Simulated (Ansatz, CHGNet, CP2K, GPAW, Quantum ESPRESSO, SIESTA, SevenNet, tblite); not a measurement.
# Running liquid diethyl ether at 300 K (75 atoms) with GPAW

How do the settings of GPAW change the result for liquid diethyl ether at 300 K (75 atoms)? A plane-wave run serves as the yardstick.

Calculated with GPAW 26.7.0; the method is named at each step.

## 1. The structure

The cell holds 75 atoms: 20 C, 5 O and 50 H. Cell: a = 9.535 Å, b = 9.535 Å, c = 9.535 Å, α = 90.0°, β = 90.0°, γ = 90.0°. 5 diethyl ether placed at random, at 0.71 g/cm³; overlaps pushed apart, then 10 ps at 450 K with MMFF94 bonds, angles, torsions, charges and radii (Halgren, J. Comput. Chem. 17, 490 (1996)) in harmonic and 12-6 forms. Snapshot after 20 ps at 300 K and fixed volume. Then every atom was moved at random, 0.05 Å r.m.s. a Cartesian component (hydrogen 0.6 of that).

The yardstick, on the same geometry:

- method: Kohn-Sham DFT, PBE, SSSP efficiency 1.3.0 pseudopotentials, plane waves (Quantum ESPRESSO 7.5); sssp-pbe-1.3.0-efficiency, cutoffs 60/480 Ry, Γ point
- r.m.s. force component: 1.842 eV/Å
- longest force: 7.469 eV/Å
- pressure: 2.032 GPa
- gap (highest filled to lowest empty level): 4.348 eV
- time: 51 s on 2 MPI ranks of Arm Neoverse V1, shared host
- CPU time: 1.7 min

## 2. PBE, LCAO dzp, h 0.18 Å

Method: Kohn-Sham DFT, PBE, PAW, atomic orbitals (dzp).

run.py

```python
import numpy as np
from ase.io import read
from gpaw import GPAW, FermiDirac

atoms = read("structure.xyz")
atoms.calc = GPAW(
    mode="lcao",
    basis="dzp",
    h=0.18,
    xc="PBE",
    kpts={"size": (1, 1, 1), "gamma": True},
    occupations=FermiDirac(0.05),
    maxiter=200,
    symmetry={"point_group": False},
    txt="gpaw.txt",
)
energy = atoms.get_potential_energy(force_consistent=True)
forces = atoms.get_forces()
print(f"energy {energy:.6f} eV")
print("forces (eV/A)")
for i, (a, f) in enumerate(zip(atoms, forces)):
    print(f"{i:4d} {a.symbol:2s} {f[0]:10.5f} {f[1]:10.5f} {f[2]:10.5f}")
print(f"Fermi level {atoms.calc.get_fermi_level():.4f} eV")
for k in range(len(atoms.calc.get_ibz_k_points())):
    for s in range(atoms.calc.get_number_of_spins()):
        e = atoms.calc.get_eigenvalues(kpt=k, spin=s)
        n = np.searchsorted(e, atoms.calc.get_fermi_level())
        print(f"k {k} spin {s} levels about the Fermi level:", np.round(e[max(n - 6, 0):n], 4).tolist(), "|", np.round(e[n:n + 6], 4).tolist())
```

structure.xyz

```xyz
75
Lattice="9.53465 0.00000 0.00000 0.00000 9.53465 0.00000 0.00000 0.00000 9.53465" Properties=species:S:1:pos:R:3 pbc="T T T"
C 8.62390 0.90388 7.24138
C 0.02222 9.19941 6.81708
O 8.96896 8.67167 5.69714
C 0.11499 7.49414 5.06462
C 8.86179 6.95381 4.06271
H 9.03093 1.31435 8.21658
H 7.67291 0.44956 7.39307
H 8.63649 1.60869 6.51608
H 1.03460 9.45465 6.60103
H 9.50662 8.33719 7.62629
H 0.33676 6.78858 5.94552
H 0.92934 7.93950 4.64929
H 8.34949 7.80669 3.45126
H 8.07528 6.35570 4.38117
H 0.04758 6.39565 3.35791
C 1.07541 3.33341 3.33198
C 1.90302 2.16465 2.74112
O 1.42600 2.05357 1.29929
C 2.20355 0.98216 0.81083
C 1.46328 9.11932 0.94965
H 1.23617 4.26618 2.66312
H 1.47682 3.55328 4.28640
H 0.03499 3.23463 3.35496
H 2.96280 2.55796 2.66045
H 1.72015 1.29023 3.33636
H 3.20545 0.89807 1.08733
H 2.13271 1.35411 9.31755
H 1.80815 8.34053 0.39369
H 0.39969 9.22306 0.63186
H 1.34296 8.86618 2.04451
C 5.47918 3.34571 4.50274
C 6.41949 2.31692 4.11725
O 6.25845 2.03050 2.75075
C 7.16863 1.16237 2.26429
C 7.28619 1.40484 0.70709
H 4.48052 2.93019 4.55461
H 5.59970 4.19763 4.03449
H 5.67607 3.41073 5.62049
H 7.57242 2.64157 4.13089
H 6.51541 1.27364 4.67732
H 6.69180 0.09439 2.40864
H 8.11446 1.18926 2.72977
H 7.83624 2.29633 0.53699
H 6.27380 1.46805 0.22540
H 7.86323 0.46825 0.38081
C 4.46632 0.04252 6.90347
C 4.97985 8.31994 7.00511
O 3.95631 7.33186 6.97574
C 4.57692 6.09054 6.92416
C 3.63976 4.98081 6.33701
H 3.78640 0.23608 6.16959
H 5.19677 0.84477 6.69990
H 3.90349 0.28318 7.80583
H 5.76722 8.13658 6.16415
H 5.80183 8.14841 7.86628
H 4.79116 5.80441 8.04362
[... 15 atom lines left out ...]
H 5.04116 4.76609 1.66589
H 3.36011 6.51426 2.32750
H 3.54737 6.42292 0.55082
H 4.31042 7.67473 1.37766
```

Launch:

```sh
$ OMP_NUM_THREADS=1 python run.py > output.txt
```

What it wrote:

```text
energy -380.343465 eV
forces (eV/A)
   0 C     3.26230   -3.74863    3.14206
   1 C    -2.20941   -0.45090    2.40129
   2 O    -1.64375   -1.21682   -2.66640
   3 C    -0.68316    1.70196    6.56799
   4 C    -0.87150    0.32020   -5.65080
   5 H    -0.39092   -0.07973   -0.63787
   6 H    -1.65046   -0.30553    0.27180
   7 H    -0.06404    2.93753   -3.07254
   8 H     1.99859    0.69105    0.09332
   9 H     0.45212    1.36805   -0.39278
  10 H     0.29031    0.32877   -0.85018
  11 H     3.94292    1.19376   -1.26008
  12 H     0.79240   -0.93563    0.49140
  13 H    -2.05913   -1.96454    0.87160
  14 H    -1.05516    0.22073    0.43189
  15 C     2.58089    0.99846   -2.60735
  16 C    -1.57905    3.71459   -2.02870
  17 O     1.07805   -0.15971    3.94374
  18 C    -3.97129   -1.46850   -2.96383
  19 C    -1.81677    3.88703    2.73493
  20 H     0.06188   -0.91691    0.66639
  21 H     0.49227    0.59310    1.97226
  22 H    -2.49777   -0.80470    0.21166
  23 H    -0.28488   -0.86123    0.37682
[...]
67 H    -1.36399   -0.23401    0.03352
  68 H    -0.27904   -1.05694    1.22970
  69 H    -0.42926   -0.21297    0.20719
  70 H     1.49573    0.24799    2.34195
  71 H    -0.60559   -4.60731   -0.05833
  72 H     0.10390   -0.15600    0.23530
  73 H     0.80862   -0.56663    0.98913
  74 H     0.74142    0.19757    0.53099
Fermi level -0.7920 eV
k 0 spin 0 levels about the Fermi level: [-3.4493, -2.4181, -2.3777, -2.0496, -2.0198, -1.9881] | [2.8569, 3.7135, 3.7217, 3.7591, 3.8839, 4.0087]
```

gpaw.txt:

```text
Input parameters:
  mode=LCAO(),
  basis={'default': 'dzp'},
  h=0.18,
  kpts=MonkhorstPack(size=(1, 1, 1), gamma=True),
  maxiter=200,
  occupations=Occupations(name='fermi-dirac', width=0.05, fixmagmom=False),
  symmetry=Symmetry(point_group=False),
  xc=XC(name='PBE')
Unit cell  # Å
| periodic |        x |        y |        z |  lengths |    angles |
|----------|----------|----------|----------|----------|-----------|
|      yes | 9.534650 | 0.000000 | 0.000000 | 9.534650 | 90.000000 |
|      yes | 0.000000 | 9.534650 | 0.000000 | 9.534650 | 90.000000 |
|      yes | 0.000000 | 0.000000 | 9.534650 | 9.534650 | 90.000000 |
Number of symmetries: 1
Symmetry operations  # r_c * U_cc + t_c -> r_c
|   | kind |            matrix            |
|---|------|------------------------------|
| 0 |  E   |  1, 0, 0,  0, 1, 0,  0, 0, 1 |
BZ-sampling:
  Number of BZ points: 1
  Number of IBZ points: 1
  Monkhorst-Pack size: [1, 1, 1]
  Monkhorst-Pack shift: [0, 0, 0]
[... lines left out ...]
Reference energy: -31381.331927  # eV
eigensolver:
density mixing:
  MSR1-Mixer
occupation numbers:
  Fermi-Dirac:
    width: 0.0500  # eV
FastPoissonSolver using
    Stencil: 6*3+1=19 point O(h^6) finite-difference Laplacian
xc functional:
  name: PBE with 2 nearest neighbor stencil
interpolation: tri-quintic # 5. degree polynomial
Initialization done in: 5.177 s
convergence criteria:
- Maximum [total energy] change in last 3 cyles: 0.0005 eV / valence electron
- Maximum integral of absolute [dens]ity change: 0.0001 electrons / valence electron
- Maximum integral of absolute [eigenst]ate change: 4e-08 eV^2 / valence electron
maximum number of iterations: 200
SCF iterations
|iter     |      energy | eigst |  dens |
|---------|-------------|-------|-------|
|iter:   1| -397.153383 |      c|       |
|iter:   2| -394.183751 |      c| -0.71 |
|iter:   3| -380.521700 |      c| -0.74 |
|iter:   4| -380.352010 |      c| -1.44 |
|iter:   5| -380.343353 |      c| -2.06 |
|iter:   6| -380.343512c|      c| -2.70 |
|iter:   7| -380.343453c|      c| -3.08 |
|iter:   8| -380.343466c|      c| -3.55 |
|iter:   9| -380.343465c|      c| -4.14c|
Converged in 9 steps
SCF loop duration: 28.252 s (3.139 s/step)
Energy contributions relative to reference atoms: (reference = -31381.331927)
Energy contributions:
  Kinetic:         333.746060
  Coulomb:        -363.194589
  Zero:              2.412248
  External:          0.000000
  Xc:             -353.307185
  Entropy:          -0.000000
  Spinorbit:         0.000000
  ----------------------------
  Free energy:    -380.343465
  Extrapolated:   -380.343465
dipole moment: (-31.524731, -7.336157, -19.943567)  # |e|*Ang
Fermi level: -0.792
Eigenvalues  # (at kpt = [0.000, 0.000, 0.000])
| band index |      eig [eV] | occ [0-2] |
|------------|---------------|-----------|
|          0 |       -23.084 |     2.000 |
|        ... |               |           |
|         72 |        -4.015 |     2.000 |
|         73 |        -3.927 |     2.000 |
[...]
|         87 |         4.545 |     0.000 |
|        ... |               |           |
|         99 |         5.821 |     0.000 |
Gap: 4.845 eV
Transition (v -> c):
  (s=0, k=0, n=79, [0.00, 0.00, 0.00]) -> (s=0, k=0, n=80, [0.00, 0.00, 0.00])
No difference between direct/indirect transitions
Force computation time: 6.340  # s
timing:  # [seconds]
  Total:  39.794  # ━━━━━━━━━━━━━━━━━━━━━━━━━━━━━━━━━━━━━━━━━━━━━━━━━━━━━━━━━
  Init:    5.176  # ━━━━━━━╸
  SCF:    28.252  # ━━━━━━━━━━━━━━━━━━━━━━━━━━━━━━━━━━━━━━━━╸
  Forces:  6.340  # ━━━━━━━━━
```

Elapsed: 41 s, on 1 thread of Arm Neoverse V1, shared host; peak memory 0.71 GiB.

Banners, paths, timers and routine set-up lines are dropped from the logs unmarked, and long logs keep their key lines alone; longer cuts are marked.

Against the reference:

```yaml
r_m_s_force_component: 2.002 eV/Å
r_m_s_difference_of_force_components: 312.1 meV/Å
longest_difference_of_force_vectors: 942.4 meV/Å
force_difference_over_r_m_s_force: 16.95 %
slope_of_forces_against_the_reference_s: 1.076
correlation_of_force_components: 0.9902
spacing_of_highest_filled_and_lowest_empty_level: 4.845 eV
gap_difference: 0.497 eV
```

Length of the force difference by element (eV/Å):

```tsv
element	atoms	mean	most
C	20	0.45	0.68
H	50	0.54	0.94
O	5	0.52	0.68
```

Levels nearest the highest filled one (eV from it): -1.46, -0.43, -0.39, -0.06, -0.03, 0.00, 4.84, 5.70, 5.71, 5.75, 5.87, 6.00.

The surroundings of O48, one of the 5 O atoms, nearest first, numbered as they follow in the input and with coordinates relative to it.

```tsv
atom	x	y	z	distance (Å)	bonds	Fx	Fy	Fz (eV/Å)
O48	0.00	0.00	0.00	0.00	2	-0.21	1.07	-0.56
C49	0.62	-1.24	-0.05	1.39	4	-0.93	-3.14	2.19
C47	1.02	0.99	0.03	1.42	4	5.30	-5.54	-0.21
H56	0.83	-1.53	1.07	2.04	1	0.49	0.09	-1.54
H57	1.50	-1.25	-0.69	2.08	1	1.08	0.32	-0.15
H54	1.81	0.80	-0.81	2.14	1	-0.99	-0.10	0.08
H55	1.85	0.82	0.89	2.21	1	-1.83	0.34	-0.49
C46	0.51	2.25	-0.07	2.30	4	-0.25	5.41	2.34
C50	-0.32	-2.35	-0.64	2.46	4	-3.61	7.05	0.86
H59	-1.40	-2.07	-0.13	2.50	1	1.81	-0.43	-1.11
H51	-0.17	2.44	-0.81	2.57	1	-2.70	-0.05	-3.21
H53	-0.05	2.49	0.83	2.62	1	-0.32	0.61	0.91
```

Atoms are counted from 1 here, from 0 in the log.

Forces lie 17 % from the reference's, at 0.41 times its CPU time (on 1 against 2 cores).

## 3. PBE, LCAO dzp, h 0.25 Å

Method: Kohn-Sham DFT, PBE, PAW, atomic orbitals (dzp).

Changes to run.py since step 2:

```diff
@@ -8,3 +8,3 @@
     basis="dzp",
-    h=0.18,
+    h=0.25,
     xc="PBE",
```

structure.xyz is that of step 2.

What it wrote:

```text
energy -373.250383 eV
forces (eV/A)
   0 C     3.30399   -3.78492    3.20717
   1 C    -2.14289   -0.48705    2.36924
   2 O    -1.65024   -1.28364   -2.54325
   3 C    -0.65926    1.75279    6.64594
   4 C    -0.81462    0.38591   -5.62318
   5 H    -0.55311   -0.06794   -0.71426
   6 H    -1.54708   -0.46627    0.29815
   7 H    -0.02473    2.96732   -3.27031
   8 H     1.80536    0.85312    0.21578
   9 H     0.29527    1.32243   -0.40335
  10 H     0.13501    0.28196   -0.97289
  11 H     3.79716    1.07139   -1.25927
[...]
70 H     1.66632    0.12088    2.43398
  71 H    -0.46553   -4.63022   -0.09475
  72 H     0.23876   -0.31158    0.22137
  73 H     0.64889   -0.66864    0.87602
  74 H     0.87584    0.29282    0.47478
Fermi level -0.7716 eV
k 0 spin 0 levels about the Fermi level: [-3.445, -2.4172, -2.3744, -2.043, -2.0135, -1.9836] | [2.8597, 3.7163, 3.7257, 3.7625, 3.8866, 4.0123]
```

gpaw.txt:

```text
Input parameters:
  mode=LCAO(),
  basis={'default': 'dzp'},
  h=0.25,
  kpts=MonkhorstPack(size=(1, 1, 1), gamma=True),
  maxiter=200,
  occupations=Occupations(name='fermi-dirac', width=0.05, fixmagmom=False),
  symmetry=Symmetry(point_group=False),
  xc=XC(name='PBE')
[... lines left out ...]
  Fermi-Dirac:
[... lines left out ...]
convergence criteria:
- Maximum [total energy] change in last 3 cyles: 0.0005 eV / valence electron
[... lines left out ...]
Converged in 9 steps
[... lines left out ...]
  Free energy:    -373.250383
[... lines left out ...]
Fermi level: -0.772
[... lines left out ...]
|          0 |       -23.106 |     2.000 |
|        ... |               |           |
|         72 |        -4.009 |     2.000 |
|         73 |        -3.921 |     2.000 |
[...]
|         87 |         4.551 |     0.000 |
|        ... |               |           |
|         99 |         5.825 |     0.000 |
Gap: 4.843 eV
Transition (v -> c):
  (s=0, k=0, n=79, [0.00, 0.00, 0.00]) -> (s=0, k=0, n=80, [0.00, 0.00, 0.00])
No difference between direct/indirect transitions
Force computation time: 3.831  # s
timing:  # [seconds]
  Total:  25.123  # ━━━━━━━━━━━━━━━━━━━━━━━━━━━━━━━━━━━━━━━━━━━━━━━━━━━━━━━━━
  Init:    4.091  # ━━━━━━━━━╸
  SCF:    17.175  # ━━━━━━━━━━━━━━━━━━━━━━━━━━━━━━━━━━━━━━━
  Forces:  3.831  # ━━━━━━━━╸
```

It took 26 s on 1 thread; peak memory 0.4 GiB.

Against the reference:

```yaml
r_m_s_force_component: 2.005 eV/Å
r_m_s_difference_of_force_components: 332.5 meV/Å
longest_difference_of_force_vectors: 1185 meV/Å
force_difference_over_r_m_s_force: 18.05 %
slope_of_forces_against_the_reference_s: 1.076
correlation_of_force_components: 0.9886
spacing_of_highest_filled_and_lowest_empty_level: 4.843 eV
gap_difference: 0.4953 eV
energy_less_the_same_level_run_s: 94.57 meV/atom
r_m_s_force_difference_from_the_same_level_run: 102.1 meV/Å
```

This is a coarse setting, run to see what it loses.

Against the first run (17 %), the force difference from the reference is 18 %, at 0.64 times the CPU time: the grid matters here.

The forces add up to 1.3 eV/Å instead of zero, usually a sign of too coarse a grid.

## 4. PBE, LCAO sz(dzp), h 0.18 Å

Method: Kohn-Sham DFT, PBE, PAW, atomic orbitals (sz(dzp)).

Changes to run.py since step 3:

```diff
@@ -7,4 +7,4 @@
     mode="lcao",
-    basis="dzp",
-    h=0.25,
+    basis="sz(dzp)",
+    h=0.18,
     xc="PBE",
```

structure.xyz is that of step 3.

What it wrote:

```text
energy -314.094483 eV
forces (eV/A)
   0 C     4.33658   -4.97978    3.91970
   1 C    -3.05343    0.14433    3.44433
   2 O    -4.69658   -0.87605   -5.15053
   3 C    -1.77628    1.88283    8.45711
   4 C    -0.41516    0.45240   -6.63056
   5 H     0.39112    0.72539    1.44725
   6 H    -4.37248   -1.58771    0.72296
   7 H    -0.04878    5.46028   -5.69021
   8 H     5.35301    1.59711   -0.29739
   9 H     0.53737   -0.11623    1.38930
  10 H     0.85680   -1.23355    0.89979
  11 H     7.08266    2.65755   -2.87514
  12 H    -0.13945    0.55127   -0.52054
  13 H    -4.47202   -3.78689    1.83904
  14 H     0.23937   -0.86189   -0.91941
  15 C     3.50352    0.11710   -3.62599
  16 C    -2.03950    4.02093   -2.79464
  17 O    -1.81691    2.56363    3.08632
  18 C    -4.71252   -2.98340   -2.01356
  19 C    -0.93970    5.71569    3.36048
  20 H     0.32576    0.68350   -0.47693
  21 H     1.66477    1.26740    4.75099
  22 H    -5.64807   -1.11956    0.28596
  23 H     2.25040    0.09841    0.37134
[...]
67 H     0.49965   -0.29320   -0.21598
  68 H    -0.01006   -3.77501    2.97848
  69 H     1.69873    1.38402    0.94173
  70 H     3.04660    1.21757    5.23983
  71 H    -1.92021   -8.37924    0.07821
  72 H    -1.61312   -0.27719    1.94765
  73 H    -0.17419   -0.87879   -0.71776
  74 H     1.11436    2.64686    0.21043
Fermi level 0.2001 eV
k 0 spin 0 levels about the Fermi level: [-3.5278, -2.5493, -2.4521, -2.226, -2.1871, -2.0033] | [4.2605, 4.6192, 4.7092, 4.8284, 5.2217, 5.5912]
```

gpaw.txt:

```text
Input parameters:
  mode=LCAO(),
  basis={'default': 'sz(dzp)'},
  h=0.18,
  kpts=MonkhorstPack(size=(1, 1, 1), gamma=True),
  maxiter=200,
  occupations=Occupations(name='fermi-dirac', width=0.05, fixmagmom=False),
  symmetry=Symmetry(point_group=False),
  xc=XC(name='PBE')
Unit cell  # Å
| periodic |        x |        y |        z |  lengths |    angles |
[... lines left out ...]
  Fermi-Dirac:
[... lines left out ...]
convergence criteria:
- Maximum [total energy] change in last 3 cyles: 0.0005 eV / valence electron
[... lines left out ...]
Converged in 8 steps
[... lines left out ...]
  Free energy:    -314.094483
  Extrapolated:   -314.094483
dipole moment: (-31.125944, -8.433907, -22.885894)  # |e|*Ang
Fermi level: 0.200
Eigenvalues  # (at kpt = [0.000, 0.000, 0.000])
| band index |      eig [eV] | occ [0-2] |
|------------|---------------|-----------|
|          0 |       -24.272 |     2.000 |
|        ... |               |           |
|         72 |        -4.314 |     2.000 |
|         73 |        -4.038 |     2.000 |
[...]
|         87 |         5.820 |     0.000 |
|        ... |               |           |
|         99 |         7.384 |     0.000 |
Gap: 6.264 eV
Transition (v -> c):
  (s=0, k=0, n=79, [0.00, 0.00, 0.00]) -> (s=0, k=0, n=80, [0.00, 0.00, 0.00])
No difference between direct/indirect transitions
Force computation time: 1.670  # s
timing:  # [seconds]
  Total:  16.436  # ━━━━━━━━━━━━━━━━━━━━━━━━━━━━━━━━━━━━━━━━━━━━━━━━━━━━━━━━━
  Init:    4.306  # ━━━━━━━━━━━━━━━
  SCF:    10.437  # ━━━━━━━━━━━━━━━━━━━━━━━━━━━━━━━━━━━━
  Forces:  1.670  # ━━━━━━
```

Run time: 18 s. Hardware: 1 thread; peak memory 0.57 GiB.

Compared with the plane-wave run:

- r.m.s. force component: 2.942 eV/Å
- r.m.s. difference of force components: 1814 meV/Å
- longest difference of force vectors: 4986 meV/Å
- force difference over r.m.s. force: 98.51 %
- slope of forces against the reference's: 1.291
- correlation of force components: 0.808
- gap (highest filled to lowest empty level): 6.264 eV
- gap difference: 1.916 eV

This is a coarse setting, run to see what it loses.

Against the first run (17 %), the force difference from the reference is 99 %, at 0.43 times the CPU time, with 150 basis functions against 575: the smaller basis costs accuracy.

## 5. The ladder

Differences are against the plane-wave reference, forces as r.m.s. over components; share is that over the reference's r.m.s. force, slope the least-squares factor from reference forces to these. Total energies of different programs have different zeros and aren't compared.

```tsv
run	Δ force, r.m.s. (meV/Å)	share (%)	slope	Δ gap (eV)	cores	CPU time	memory (GiB)
reference	-	-	-	-	2	1.7 min	1.6
GPAW PBE, LCAO dzp, h 0.18 Å	312	16.9	1.076	0.497	1	41 s	0.71
GPAW PBE, LCAO dzp, h 0.25 Å (coarse)	333	18.1	1.076	0.495	1	26 s	0.4
GPAW PBE, LCAO sz(dzp), h 0.18 Å (coarse)	1814	98.5	1.291	1.92	1	18 s	0.57
```

Rows marked coarse were listed beforehand as settings not expected to be converged; some can still land near the reference.

CPU time is summed over cores on a shared host, where runs went side by side, so it is rough. Symmetry, cutoffs, thresholds, outputs and thread counts weren't matched or tuned between programs; memory under MPI is the largest rank's times the ranks.

Within one program, basis, potentials and functional, energies share a zero. Each run against its twin at the usual cutoff or grid and solver:

```tsv
run	twin	Δ energy (meV/atom)	Δ force, r.m.s. (meV/Å)	CPU time over the twin's
GPAW PBE, LCAO dzp, h 0.25 Å	LCAO dzp, h 0.18 Å	94.6	102	0.64
```

A second geometry, displaced anew (every atom was moved at random, 0.04 Å r.m.s. a Cartesian component (hydrogen 0.6 of that)), gives an energy difference that all programs can be tested on. The reference puts it at -17.60 meV/atom.

```tsv
run	energy less the first geometry's (meV/atom)	error (meV/atom)	force share at the second geometry (%)
GPAW PBE, LCAO dzp, h 0.18 Å	-17.67	-0.0766	20.1
GPAW PBE, LCAO dzp, h 0.25 Å	-18.28	-0.687	21.6
GPAW PBE, LCAO sz(dzp), h 0.18 Å	-8.930	8.67	121
```

## 6. Outcome

```yaml
nearest_in_forces: GPAW PBE, LCAO dzp, h 0.18 Å, 17 %
its_cpu_time: 41 s
```

The PBE run in local orbitals, coarse settings apart, differs by 17 % (GPAW PBE, LCAO dzp, h 0.18 Å); basis, grid and potentials can all enter. Runs with settings chosen to be coarse differ by 18 % (GPAW PBE, LCAO dzp, h 0.25 Å) to 99 % (GPAW PBE, LCAO sz(dzp), h 0.18 Å), their programs' other errors included. Of the electronic-structure runs that take under half the reference's CPU time, GPAW PBE, LCAO dzp, h 0.18 Å comes nearest, at 17 % in 41 s against 1.7 min. At the same functional, gaps differ from the reference's 4.35 eV by between +0.50 and +1.92 eV. A likely cause of the wide gaps: compact atomic orbitals describe empty levels worse than filled ones. The energy difference between the two geometries, -17.6 meV/atom in the reference, is met best by GPAW PBE, LCAO dzp, h 0.18 Å (-0.0766) and worst by GPAW PBE, LCAO sz(dzp), h 0.18 Å (coarse) (+8.67). With short bonds to hydrogen, sets of potentials differ among themselves by several per cent in forces even at converged cutoffs, so the reference isn't exact here either. The network of contacts between molecules at the start is that of the classical potential that made the cell, and needn't be the one that DFT or experiment would give. The reference's PBE has no dispersion term, which matters for the binding between molecules or layers. The electronic-structure runs sample only Γ, in a cell whose shortest periodic width is 10 Å.

[Also dropped from logs without a mark: logging warnings of Python, and SIESTA's first energy breakdown and zero terms.]

[Logs are printed without paths, hosts, clocks, repeated set-up lines and the standing remarks that a program may print on its own settings, such as how far it seeks lower states.]

[Hosts, paths, dates, database ids (printed as entryN), source tags and the programs' standing remarks are cut or masked in the printed files.]

[The MMFF94 radii named for the starting cell were scaled by 0.96; in molecules described by MMFF94, hydrogen bound to N, O or S took a small fixed 12-6 site in their place.]
